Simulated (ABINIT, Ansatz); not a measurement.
Records of electronic-structure calculations.

## How the form of the self-energy moves the gap of Rb2LiAlF6 (Fm-3m)

Symmetry: Fm-3m, No. 225, cubic system. The conventional cell has a = 8.228 Å, b = 8.228 Å, c = 8.228 Å, α = 90.00°, β = 90.00°, γ = 90.00°. Rb has 12 F at 2.92 Å nearest. Li has 6 F at 2.26 Å nearest. Nearest to Al lie 6 F at 1.86 Å. F has 1 Al at 1.86 Å and 1 Li at 2.26 Å and 4 Rb at 2.92 Å nearest. Farther neighbours, and contacts between anions beyond the nearest, are not listed.

| Item | Value |
| --- | --- |
| method | RPA screening on PBEsol, plane waves, norm-conserving pseudopotentials (and 3 further levels or steps) |
| program | ABINIT 10.8.3 |
| settings | cutoff 36 Ha, PseudoDojo scalar-relativistic 0.4.1 standard, norm-conserving, ngkpt (2, 2, 2), nband 125, ecuteps 4.2 Ha, gwcalctyp 2, nfreqre 16, nfreqim 8, inclvkb 2, freqremax 40 eV, spmeth 1, nomegasf 120, shiftk (0, 0, 0), symchi 1, awtr 1, frequency cd, 2×2×2 k-mesh |
| cost | 8 runs, 5.3 min in all on 4 MPI ranks of Arm Neoverse V1, shared host |
| notes | The program’s warnings: Min real frequency set to default [Ha] = and nproc spkpt=  >= nkpt= * nsppol=. The cell and positions are those that the Materials Project relaxed with its own functionals (PBE, PBE+U or r2SCAN), kept fixed. Limits: no spin-orbit coupling. The 2×2×2 mesh is coarse for this cell, which bears on the long-range parts of exchange and screening. |
| G0W0, Godby-Needs plasmon pole | 10.911 eV |
| G0W0, Engel-Farid plasmon pole | 10.884 eV |
| G0W0, von der Linden-Horsch plasmon pole | 11.068 eV |
| one-shot Hartree-Fock | 19.247 eV |
| G0W0, contour deformation | 10.898 eV |
| known limits | short of the basis limit; no spin-orbit coupling; coarse k mesh |

G0W0, Engel-Farid plasmon pole: −0.027 eV against G0W0, Godby-Needs plasmon pole. G0W0, von der Linden-Horsch plasmon pole: +0.157 eV against G0W0, Godby-Needs plasmon pole.

[Paths, hosts, dates, memory and timing lines, banners, echoed tables and standing remarks are left out of the program output; an Ansatz launch command may be rebuilt from the run's recorded settings. Measured values are a selection of at most five: reports struck by readers or far from the other reports are left out. None is set beside runs whose start may be inverted or whose files or cutoffs have a known fault.]

[Runs of the session that timed out or met a known fault of the program may be left out.]

[Hosts, paths, dates, database ids (printed as entryN), source tags and the programs' standing remarks are cut or masked in the printed files.]

[G0W0 gaps are taken among the corrected bands and points alone; a level outside them can change the order at an edge.]

[Where Ansatz stands beside ABINIT at settings called matched, ABINIT's density can come from a denser mesh and the files from another edition; pairs whose starting gaps differed by over 0.03 eV were left out, so agreement reads better than it is.]
